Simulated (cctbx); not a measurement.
# A crystallographic session in cctbx: LaCrPb2

Library: cctbx 2025.11. The data are simulated by the first script.

## 1. Simulate the data

run.py:

```python
from cctbx import adptbx, crystal, miller, sgtbx, xray
from cctbx.array_family import flex
from iotbx.shelx import hklf
from scitbx import matrix
import scitbx.random

cs = crystal.symmetry(unit_cell=(4.802, 19.306, 4.759, 90, 90, 90), space_group_symbol='Hall: -C 2c 2')  # Cmcm
atoms = [  # label, site, U (iso, or U11 U22 U33 U12 U13 U23 in A^2), occupancy
    ("Pb1", (0, 0.2514, 0.25), (0.0034, 0.0032, 0.0030, 0.0000, 0.0000, 0.0000), 0.75),
    ("Pb2", (0.5, 0.0432, 0.25), (0.0031, 0.0028, 0.0026, 0.0000, 0.0000, 0.0000), 1),
    ("La1", (0.5, 0.3897, 0.25), (0.0048, 0.0043, 0.0041, 0.0000, 0.0000, 0.0000), 1),
    ("Cr1", (0.5, 0.1844, 0.25), (0.0037, 0.0040, 0.0037, 0.0000, 0.0000, 0.0000), 1),
]
xs = xray.structure(crystal_symmetry=cs)
for label, site, u, occ in atoms:
    u = adptbx.u_cif_as_u_star(cs.unit_cell(), u) if isinstance(u, tuple) else u
    xs.add_scatterer(xray.scatterer(label, site=site, u=u, occupancy=occ))
xs.set_inelastic_form_factors(1.54184, "sasaki")
xs.show_summary()
p1 = xs.expand_to_p1()
ms = miller.build_set(p1, anomalous_flag=True, d_min=0.83)
flex.set_random_seed(423599)
scitbx.random.set_random_seed(423599)
ms = ms.select(flex.random_double(ms.size()) < 0.7)
i = ms.structure_factors_from_scatterers(p1, algorithm="direct").f_calc().as_intensity_array().data()
i = i * 70000 / flex.max(i)
sig = flex.sqrt(i + flex.pow2(0.02 * i) + 4 ** 2)
noise = scitbx.random.variate(scitbx.random.normal_distribution())(i.size())
data = ms.array(data=i + sig * noise, sigmas=sig).set_observation_type_xray_intensity()
with open("data.hkl", "w") as f:
    data.export_as_shelx_hklf(f)
print("reflections written:", data.size(), " <I/sigma> = %.1f" % flex.mean(data.data() / data.sigmas()))
for h, a, b in list(data.sort("data"))[:12]:
    print("%4d%4d%4d %9.1f %7.1f" % (h + (a, b)))
```

```console
$ python run.py
```

```text
Number of scatterers: 4
At special positions: 4
Unit cell: (4.802, 19.306, 4.759, 90, 90, 90)
Space group: C m c m (No. 63)
reflections written: 2269  <I/sigma> = 15.3
  -2   0   0   72866.2  1424.8
   0   0   2   71345.1  1421.6
   2   0   0   70503.3  1424.8
   2   0  -2   53060.1  1102.5
   1  -3   1   43590.1   863.4
   1   3  -1   43347.3   863.4
  -1  -3  -1   42560.3   863.4
   1   3   1   42364.6   863.4
   1  -3  -1   41512.7   863.4
  -1  -3   1   41445.3   863.4
   0   0   4   38116.1   767.1
   4   0   0   36910.3   765.8
```

It took 0.24 s on 1 thread of Arm Neoverse V2 (shared host), peak memory 0.07 GiB.

## 2. Refinement

run.py:

```python
import math
from cctbx import adptbx, crystal, maptbx, sgtbx, xray
from cctbx.array_family import flex
from cctbx.xray import observations
from iotbx.shelx import hklf
from scitbx.lstbx import normal_eqns_solving
from smtbx import absolute_structure, utils
from smtbx.refinement import constraints, least_squares

cs = crystal.symmetry(unit_cell=(4.802, 19.306, 4.759, 90, 90, 90), space_group_symbol='Hall: -C 2c 2')  # Cmcm
atoms = [  # label, site, U (iso, or U11 U22 U33 U12 U13 U23 in A^2), occupancy
    ("Pb1", (0, 0.2514, 0.25), 0.0200, 1),
    ("Pb2", (0.5, 0.0432, 0.25), 0.0200, 1),
    ("La1", (0.5, 0.3897, 0.25), 0.0200, 1),
    ("Cr1", (0.5, 0.1844, 0.25), 0.0200, 1),
]
xs = xray.structure(crystal_symmetry=cs)
for label, site, u, occ in atoms:
    u = adptbx.u_cif_as_u_star(cs.unit_cell(), u) if isinstance(u, tuple) else u
    xs.add_scatterer(xray.scatterer(label, site=site, u=u, occupancy=occ))
xs.set_inelastic_form_factors(1.54184, "sasaki")
xs.convert_to_anisotropic()
raw = hklf.reader(file_name="data.hkl").as_miller_arrays(crystal_symmetry=cs, anomalous=True)[0]
merged = raw.eliminate_sys_absent().merge_equivalents()
fo2 = merged.array().set_observation_type_xray_intensity()
print("Rint %.3f, %d unique reflections to %.2f A" % (merged.r_int(), fo2.size(), fo2.d_min()))
for sc in xs.scatterers():
    sc.flags.set_grad_site(True)
    sc.flags.set_grad_u_aniso(sc.flags.use_u_aniso())
    sc.flags.set_grad_u_iso(sc.flags.use_u_iso())
obs = fo2.as_xray_observations()
extra = {}
rep = constraints.reparametrisation(xs, [], utils.connectivity_table(xs), **extra)
ls = least_squares.crystallographic_ls(obs, rep, weighting_scheme=least_squares.mainstream_shelx_weighting(a=0, b=0))
print("cycle     R1     wR2    GooF  max shift (A)")
for cycle in range(12):
    ls.build_up()
    r1, wr2, goof = ls.r1_factor(cutoff_factor=2)[0], ls.wR2(), ls.goof()
    old = xs.sites_cart()
    normal_eqns_solving.levenberg_marquardt_iterations(ls, n_max_iterations=3, tau=1e-06, step_threshold=1e-7)
    big = flex.max((xs.sites_cart() - old).norms())
    print("%4d %7.4f %7.4f %7.3f %9.5f" % (cycle + 1, r1, wr2, goof, big))
    ls.build_up(objective_only=True)
    if abs(ls.wR2() - wr2) < 5e-5 and big < 5e-4:
        break
ls.build_up()
print("final R1 %.4f wR2 %.4f GooF %.3f  parameters %d  data/parameter %.1f" % (ls.r1_factor(cutoff_factor=2)[0], ls.wR2(), ls.goof(), ls.n_parameters, fo2.size() / ls.n_parameters))
cov = ls.covariance_matrix_and_annotations()
su = dict(zip(cov.annotations, (math.sqrt(max(v, 0)) for v in cov.matrix.matrix_packed_u_diagonal())))
a2 = cs.unit_cell().reciprocal_parameters()[0] ** -2
print("atom        x        y        z      Ueq    occ   su(xyz)  su(Uiso or U11)")
for sc in xs.scatterers():
    s = max(su.get(sc.label + k, 0) for k in (".x", ".y", ".z"))
    npd = "" if sc.is_positive_definite_u(cs.unit_cell()) else "  NPD"
    print("%-5s %8.5f %8.5f %8.5f %8.4f %6.3f %8.5f %7.4f%s" % ((sc.label,) + sc.site + (sc.u_iso_or_equiv(cs.unit_cell()), sc.occupancy, s, su.get(sc.label + ".uiso", su.get(sc.label + ".u11", 0) * a2), npd)))
fo = fo2.f_sq_as_f()
fc = fo.structure_factors_from_scatterers(xs, algorithm="direct").f_calc()
diff = fo.f_obs_minus_f_calc(1 / math.sqrt(ls.scale_factor()), fc).average_bijvoet_mates()
m = diff.fft_map(symmetry_flags=maptbx.use_space_group_symmetry, resolution_factor=0.25).apply_volume_scaling()
print("difference map: max %.2f min %.2f rms %.2f" % (m.statistics().max(), m.statistics().min(), m.statistics().sigma()))
peaks = m.peak_search(parameters=maptbx.peak_search_parameters(min_distance_sym_equiv=0.6, max_clusters=6)).all()
near = xs.closest_distances(peaks.sites(), distance_cutoff=4)
sps = cs.special_position_settings(min_distance_sym_equiv=0.5)
for k, (x, h) in enumerate(zip(peaks.sites(), peaks.heights())):
    ss = sps.site_symmetry(x)
    print("Q%-3d %7.4f %7.4f %7.4f %4d %7.2f  %.2f A from %s" % ((k + 1,) + tuple(t % 1 for t in ss.exact_site()) + (ss.multiplicity(), h, near.smallest_distances[k], xs.scatterers()[near.i_seqs[k]].label)))
```

```console
$ python run.py
```

```text
Rint 0.017, 254 unique reflections to 0.83 A
cycle     R1     wR2    GooF  max shift (A)
   1  0.2207  0.5565  37.678   0.01264
   2  0.0693  0.2147  14.537   0.00433
   3  0.0698  0.2141  14.499   0.00183
   4  0.0701  0.2140  14.492   0.00059
   5  0.0702  0.2140  14.492   0.00016
final R1 0.0702 wR2 0.2140 GooF 14.492  parameters 16  data/parameter 15.9
atom        x        y        z      Ueq    occ   su(xyz)  su(Uiso or U11)
Pb1    0.00000  0.25165  0.25000   0.0111  1.000  0.00015  0.0018
Pb2    0.50000  0.04315  0.25000  -0.0060  1.000  0.00011  0.0014  NPD
La1    0.50000  0.39023  0.25000  -0.0029  1.000  0.00017  0.0021  NPD
Cr1    0.50000  0.18541  0.25000  -0.0022  1.000  0.00052  0.0048  NPD
difference map: max 16.18 min -5.41 rms 1.62
Q1    0.0000  0.4578  0.7500    4   16.18  0.02 A from Pb2
Q2    0.0000  0.1188  0.7500    4   13.40  0.17 A from La1
Q3    0.0000  0.3206  0.7500    4    7.41  0.12 A from Cr1
Q4    0.0000  0.3235  0.2500    4    6.74  1.39 A from Pb1
Q5    0.0000  0.1765  0.2500    4    6.03  1.45 A from Pb1
Q6    0.0000  0.2437  0.2500    4    5.26  0.15 A from Pb1
```

Time: 0.49 s.

This run holds a fault made on purpose: disorder ignored: each site full, of its main element.

## 3. Refinement (occupancies of the disordered sites free, main element alone)

run.py, as its changes from the last script of this kind:

```diff
@@ -12,4 +12,4 @@
-    ("Pb1", (0, 0.2514, 0.25), 0.0200, 1),
-    ("Pb2", (0.5, 0.0432, 0.25), 0.0200, 1),
-    ("La1", (0.5, 0.3897, 0.25), 0.0200, 1),
-    ("Cr1", (0.5, 0.1844, 0.25), 0.0200, 1),
+    ("Pb1", (0, 0.25165, 0.25), 0.0120, 1),
+    ("Pb2", (0.5, 0.04315, 0.25), 0.0120, 1),
+    ("La1", (0.5, 0.39023, 0.25), 0.0120, 1),
+    ("Cr1", (0.5, 0.18541, 0.25), 0.0120, 1),
@@ -30,0 +31 @@
+    sc.flags.set_grad_occupancy(sc.label in ('Pb1',))
@@ -36 +37 @@
-for cycle in range(12):
+for cycle in range(20):
@@ -55,0 +57 @@
+print("su of occupancy Pb1: %.3f" % su["Pb1.occ"])
```

```console
$ python run.py
```

```text
Rint 0.017, 254 unique reflections to 0.83 A
cycle     R1     wR2    GooF  max shift (A)
   1  0.1847  0.4906  33.285   0.01097
   2  0.0475  0.1528  10.368   0.00343
   3  0.0326  0.1109   7.524   0.00248
   4  0.0236  0.0828   5.618   0.00135
   5  0.0178  0.0629   4.268   0.00079
   6  0.0138  0.0482   3.267   0.00046
   7  0.0111  0.0371   2.519   0.00026
   8  0.0092  0.0290   1.970   0.00014
   9  0.0080  0.0233   1.580   0.00007
  10  0.0072  0.0194   1.318   0.00003
  11  0.0067  0.0170   1.151   0.00001
  12  0.0063  0.0155   1.052   0.00001
  13  0.0061  0.0147   0.996   0.00001
  14  0.0060  0.0142   0.966   0.00000
  15  0.0060  0.0140   0.950   0.00000
  16  0.0059  0.0139   0.942   0.00000
  17  0.0059  0.0138   0.937   0.00000
final R1 0.0059 wR2 0.0138 GooF 0.935  parameters 17  data/parameter 14.9
atom        x        y        z      Ueq    occ   su(xyz)  su(Uiso or U11)
Pb1    0.00000  0.25139  0.25000   0.0032  0.750  0.00001  0.0001
Pb2    0.50000  0.04319  0.25000   0.0028  1.000  0.00001  0.0001
La1    0.50000  0.38971  0.25000   0.0043  1.000  0.00001  0.0001
Cr1    0.50000  0.18437  0.25000   0.0038  1.000  0.00003  0.0003
su of occupancy Pb1: 0.001
difference map: max 0.45 min -0.38 rms 0.11
Q1    0.2559  0.2490  0.2500    8    0.45  1.23 A from Pb1
Q2    0.0000  0.2252  0.5451    8    0.40  1.49 A from Pb1
Q3    0.0000  0.1673  0.2500    4    0.34  1.62 A from Pb1
Q4    0.1970  0.1063  0.2500    8    0.32  1.90 A from Pb2
Q5    0.0000  0.1234  0.0504    8    0.32  1.45 A from La1
Q6    0.0000  0.3934  0.6468    8    0.32  1.32 A from Pb2
```

Run time: 1.1 s on 1 thread of Arm Neoverse V2 (shared host), peak memory 0.09 GiB.

[Logs are printed without paths, hosts, clocks, repeated set-up lines and the standing remarks that a program may print on its own settings, such as how far it seeks lower states.]
